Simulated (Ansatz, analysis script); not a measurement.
# Cr: moments against volume

Aim: follow the moments and energy of Cr as the cell is scaled, from three starts.

Main program and level: Ansatz 0.2.0; PBEsol, PAW (harder files).

Most raw output is cut from this account.

### Step 1. Set-up

The structure is cubic, space group Im-3m (No. 229). The conventional cell has a = 2.969 Å, b = 2.969 Å, c = 2.969 Å, α = 90.00°, β = 90.00°, γ = 90.00°. Cr has 8 Cr at 2.57 Å nearest.

The cell of this run holds 2 atoms, 2 of them with a starting moment; values «a cell» refer to the cell of the run in question.

### Step 2. Two spin channels first

First a free collinear run, to see which state the typed moments lead to.

The input, input.yaml:

```yaml
crystal:
  lattice:
    - [2.9688993551, 0.0, 0.0]
    - [0.0, 2.9688993551, 0.0]
    - [0.0, 0.0, 2.9688993551]
  atoms:
    - { symbol: Cr, position: [0.0, 0.0, 0.0], spin: 2.5 }
    - { symbol: Cr, position: [0.5, 0.5, 0.5], spin: -2.5 }
magnetization:
  spin_polarized: true
kpoints:
  mp_grid: { grid: [9, 9, 9] }
hamiltonian:
  xc: pbesol
  pseudopotentials: { kind: paw, source: ansatz }
scf:
  occupations: { method: fermi_dirac, width: 0.1 }
  max_iter: 120
  convergence: { dr2_threshold: 1.0e-08 }
output:
  write_density: true
  write_potential: true
  elf: true
  volumetric_format: npy
```

Started as:

```
$ ansatz run input.yaml --threads 2 --pin off --max-ram 5120MiB --backend cpu --events-out ev --progress --plain --runs-dir out
```

It took 17 s on 2 threads of Arm Neoverse V1, shared host; peak memory 0.56 GiB.

Spin moment in the atom's sphere by atom:

| atom | spin moment in the atom's sphere (μB) |
| --- | --- |
| Cr1 | 1.57 |
| Cr2 | -1.57 |

Tables count atoms from 1; parts of the log count from 0.

The run ends antiferromagnetic, with a net moment of 0 μB a cell. Only this order was typed.

Spin density in the ac plane at fractional y = 0.000, with atoms of Cr within 0.2 Å of it.

Ten even steps from '_' (0.0 e/Å³) to '@' (2.2 e/Å³):
```
####==..________________..==##
====--..________________..--==
......____________________....
______________________________
______________________________
______________________________
______________________________
______________________________
______________________________
______________________________
______________________________
......____________________....
====--..________________..--==
####==..________________..==##
@@##==..________________..==##
```
Columns run along a (3.0 Å), rows up along c (3.0 Å). Atoms in or near the plane, at fractional coordinates: Cr at (0.00, 0.00).

Valence density in the ac plane at fractional y = 0.000, with atoms of Cr within 0.2 Å of it. It is the smooth field of the valence electrons, not physical close to the nuclei.

Values in e/Å³, 15 rows by 15 columns:
```
16 15  9  3  1  0  0  0  0  0  0  1  3  9 15
11  9  5  2  1  0  0  0  0  0  0  1  2  5  9
 4  3  2  1  0  0  0  0  0  0  0  0  1  2  3
 1  1  1  0  0  0  0  0  0  0  0  0  0  1  1
 0  0  0  0  0  0  0  0  0  0  0  0  0  0  0
 0  0  0  0  0  0  0  0  0  0  0  0  0  0  0
 0  0  0  0  0  0  0  0  0  0  0  0  0  0  0
 0  0  0  0  0  0  0  0  0  0  0  0  0  0  0
 0  0  0  0  0  0  0  0  0  0  0  0  0  0  0
 0  0  0  0  0  0  0  0  0  0  0  0  0  0  0
 1  1  1  0  0  0  0  0  0  0  0  0  0  1  1
 4  3  2  1  0  0  0  0  0  0  0  0  1  2  3
11  9  5  2  1  0  0  0  0  0  0  1  2  5  9
16 15  9  3  1  0  0  0  0  0  0  1  3  9 15
17 16 11  4  1  0  0  0  0  0  0  1  4 11 16
```
Columns run along a (3.0 Å), rows up along c (3.0 Å). Atoms in or near the plane, at fractional coordinates: Cr at (0.00, 0.00).

ELF in the ac plane at fractional y = 0.000, with atoms of Cr within 0.2 Å of it. It is the smooth field of the valence electrons, not physical close to the nuclei.

Values, 15 rows by 15 columns:
```
0.47 0.63 0.76 0.57 0.21 0.11 0.22 0.40 0.40 0.22 0.11 0.21 0.57 0.76 0.63
0.72 0.76 0.75 0.47 0.18 0.15 0.28 0.44 0.44 0.28 0.15 0.18 0.47 0.75 0.76
0.58 0.57 0.47 0.27 0.17 0.22 0.37 0.48 0.48 0.37 0.22 0.17 0.27 0.47 0.57
0.22 0.21 0.18 0.17 0.22 0.33 0.44 0.49 0.49 0.44 0.33 0.22 0.17 0.18 0.21
0.10 0.11 0.15 0.22 0.33 0.42 0.46 0.47 0.47 0.46 0.42 0.33 0.22 0.15 0.11
0.20 0.22 0.28 0.37 0.44 0.46 0.46 0.45 0.45 0.46 0.46 0.44 0.37 0.28 0.22
0.38 0.40 0.44 0.48 0.49 0.47 0.45 0.43 0.43 0.45 0.47 0.49 0.48 0.44 0.40
0.38 0.40 0.44 0.48 0.49 0.47 0.45 0.43 0.43 0.45 0.47 0.49 0.48 0.44 0.40
0.20 0.22 0.28 0.37 0.44 0.46 0.46 0.45 0.45 0.46 0.46 0.44 0.37 0.28 0.22
0.10 0.11 0.15 0.22 0.33 0.42 0.46 0.47 0.47 0.46 0.42 0.33 0.22 0.15 0.11
0.22 0.21 0.18 0.17 0.22 0.33 0.44 0.49 0.49 0.44 0.33 0.22 0.17 0.18 0.21
0.58 0.57 0.47 0.27 0.17 0.22 0.37 0.48 0.48 0.37 0.22 0.17 0.27 0.47 0.57
0.72 0.76 0.75 0.47 0.18 0.15 0.28 0.44 0.44 0.28 0.15 0.18 0.47 0.75 0.76
0.47 0.63 0.76 0.57 0.21 0.11 0.22 0.40 0.40 0.22 0.11 0.21 0.57 0.76 0.63
0.18 0.47 0.72 0.58 0.22 0.10 0.20 0.38 0.38 0.20 0.10 0.22 0.58 0.72 0.47
```
Columns run along a (3.0 Å), rows up along c (3.0 Å). Atoms in or near the plane, at fractional coordinates: Cr at (0.00, 0.00).

### Step 3. Mesh refined

Levels at the Fermi energy are partly filled, so moments and energy differences can hang on the k-mesh, and the state is solved again on a denser one.

input.yaml, the sections that differ from step 2:

```yaml
crystal:
  lattice:
    - [2.9688993551, 0.0, 0.0]
    - [0.0, 2.9688993551, 0.0]
    - [0.0, 0.0, 2.9688993551]
  atoms:
    - { symbol: Cr, position: [0.0, 0.0, 0.0], spin: 1.57 }
    - { symbol: Cr, position: [0.5, 0.5, 0.5], spin: -1.57 }
kpoints:
  mp_grid: { grid: [13, 13, 13] }
basis:
  ecutwfc: 930.0
checkpoint:
  read: start
  write: ck
  compress: false
  write_wavefunctions: false
  write_every: 100000
# magnetization, hamiltonian, scf: as in step 2
# output: removed
```

Run time: 36 s. Hardware: 2 threads; peak memory 0.91 GiB; 72 s of CPU time.

Spin moment in the atom's sphere by atom:

| atom | spin moment in the atom's sphere (μB) |
| --- | --- |
| Cr1 | 1.57 |
| Cr2 | -1.57 |

The run ends antiferromagnetic, with a net moment of 0 μB a cell, against 0 μB on the first mesh.

The cell's volume is scaled by the factor named; fractional positions stay, and energies count from the lowest run.

### Step 4. Factor 0.7, typed moments

Three starts at each size show whether high-spin, low-spin and non-magnetic states coexist. One mesh, built for the smallest cell, and one cutoff serve all sizes, so that energies can be subtracted.

input.yaml, the sections that differ from step 3:

```yaml
crystal:
  lattice:
    - [2.63609762, 0.0, 0.0]
    - [0.0, 2.63609762, 0.0]
    - [0.0, 0.0, 2.63609762]
  atoms:
    - { symbol: Cr, position: [0.0, 0.0, 0.0], spin: 2.5 }
    - { symbol: Cr, position: [0.5, 0.5, 0.5], spin: -2.5 }
kpoints:
  mp_grid: { grid: [14, 14, 14] }
output:
  stress: true
# magnetization, hamiltonian, scf, basis: as in step 3
# checkpoint: removed
```

Started as:

```
$ ansatz run input.yaml --threads 1 --pin off --max-ram 2560MiB --backend cpu --events-out ev --progress --plain --runs-dir out
```

Run time: 57 s. Hardware: 1 thread; peak memory 0.56 GiB.

It ends non-magnetic, with 0 μB on the largest site.

### Step 5. Factor 0.7, starting moments cut to 30 %

The density is converged from the given moments; the state reached depends on that start.

input.yaml, the sections that differ from step 4:

```yaml
crystal:
  lattice:
    - [2.63609762, 0.0, 0.0]
    - [0.0, 2.63609762, 0.0]
    - [0.0, 0.0, 2.63609762]
  atoms:
    - { symbol: Cr, position: [0.0, 0.0, 0.0], spin: 0.75 }
    - { symbol: Cr, position: [0.5, 0.5, 0.5], spin: -0.75 }
# magnetization, kpoints, hamiltonian, scf, basis, output: as in step 4
```

Wall time 55 s (1 thread); peak memory 0.53 GiB.

It ends non-magnetic, with 0 μB on the largest site.

### Step 6. Factor 0.86, typed moments

input.yaml, the sections that differ from step 5:

```yaml
crystal:
  lattice:
    - [2.82332989, 0.0, 0.0]
    - [0.0, 2.82332989, 0.0]
    - [0.0, 0.0, 2.82332989]
  atoms:
    - { symbol: Cr, position: [0.0, 0.0, 0.0], spin: 2.5 }
    - { symbol: Cr, position: [0.5, 0.5, 0.5], spin: -2.5 }
# magnetization, kpoints, hamiltonian, scf, basis, output: as in step 5
```

It took 3.6 min on 1 thread; peak memory 0.99 GiB.

It ends non-magnetic, with 0 μB on the largest site.

### Step 7. Factor 1, typed moments

Edit input.yaml of step 6 so:

```diff
@@ -2,5 +2,5 @@
   lattice:
-    - [2.82332989, 0.0, 0.0]
-    - [0.0, 2.82332989, 0.0]
-    - [0.0, 0.0, 2.82332989]
+    - [2.96889936, 0.0, 0.0]
+    - [0.0, 2.96889936, 0.0]
+    - [0.0, 0.0, 2.96889936]
   atoms:
```

Wall time 1.7 min (1 thread); peak memory 1.2 GiB.

It ends antiferromagnetic, with 1.57 μB on the largest site.

### Step 8. Factor 1.15, typed moments

Edit input.yaml of step 7 so:

```diff
@@ -2,5 +2,5 @@
   lattice:
-    - [2.96889936, 0.0, 0.0]
-    - [0.0, 2.96889936, 0.0]
-    - [0.0, 0.0, 2.96889936]
+    - [3.11048484, 0.0, 0.0]
+    - [0.0, 3.11048484, 0.0]
+    - [0.0, 0.0, 3.11048484]
   atoms:
```

It took 19 s on 1 thread; peak memory 0.56 GiB.

It ends antiferromagnetic, with 2.39 μB on the largest site.

### Step 9. Factor 1.25, no spin

input.yaml, the sections that differ from step 8:

```yaml
crystal:
  lattice:
    - [3.19814988, 0.0, 0.0]
    - [0.0, 3.19814988, 0.0]
    - [0.0, 0.0, 3.19814988]
  atoms:
    - { symbol: Cr, position: [0.0, 0.0, 0.0] }
    - { symbol: Cr, position: [0.5, 0.5, 0.5] }
# kpoints, hamiltonian, scf, basis, output: as in step 8
# magnetization: removed
```

Elapsed: 14 s, on 1 thread; peak memory 0.47 GiB.

This is the reference without moments at this size.

The other 18 runs of this kind were made alike; their results stand in the table below.

### Step 10. All sizes

| factor | E typed (meV/atom) | E small | E no spin | largest moment, typed (μB) | small | state, typed | state, small |
| --- | --- | --- | --- | --- | --- | --- | --- |
| 0.7 | 437.0 | 437.0 | 437.0 | 0.00 | 0.00 | non-magnetic | non-magnetic |
| 0.78 | 81.0 | 81.0 | 81.0 | 0.00 | 0.00 | non-magnetic | non-magnetic |
| 0.86 | 0.0 | 0.0 | 0.0 | 0.00 | 0.00 | non-magnetic | non-magnetic |
| 0.93 | 56.2 | 56.2 | 69.6 | 1.05 | 1.05 | antiferromagnetic | antiferromagnetic |
| 1 | 167.8 | 167.8 | 222.2 | 1.57 | 1.57 | antiferromagnetic | antiferromagnetic |
| 1.07 | 306.0 | 306.0 | 427.8 | 2.00 | 2.00 | antiferromagnetic | antiferromagnetic |
| 1.15 | 477.2 | 477.2 | 701.9 | 2.39 | 2.39 | antiferromagnetic | antiferromagnetic |
| 1.25 | 694.1 | 694.1 | 1075.2 | 2.76 | 2.76 | antiferromagnetic | antiferromagnetic |

### Step 11. Results

| Item | Value |
| --- | --- |
| lowest run | factor 0.86, typed moments |
| largest moment, typed start | 0 μB at 0.7 to 2.76 μB at 1.25 |
| gain by magnetism | 0.0 to 381.1 meV/atom |

**Reading.** From a factor of 0.7 to 1.25 the largest moment goes from 0 to 2.76 μB. The moment is lost at factors of 0.86 or less among those run. Site moments are taken in spheres that grow with the cell. It rises fastest, by 1.0 μB between 0.86 and 0.93; the grid is too coarse to tell a step from a steep rise. Both magnetic starts, which share one pattern of signs, end on one state at every size; other orders were not tried. The cell's shape and the atoms were not relaxed. The 24 scaled-cell runs took 20 min of wall time, added up.

[Logs and program files are shortened in this print: banners, set-up blocks, solver, clock and traceback lines can be left out without a mark of their own.]

[Logs are printed without paths, hosts, clocks, repeated set-up lines and the standing remarks that a program may print on its own settings, such as how far it seeks lower states.]

[Hosts, paths, dates, database ids (printed as entryN), source tags and the programs' standing remarks are cut or masked in the printed files.]

[Where the input sets lower_state_search to off, the program did not look for lower states, so one may exist.]
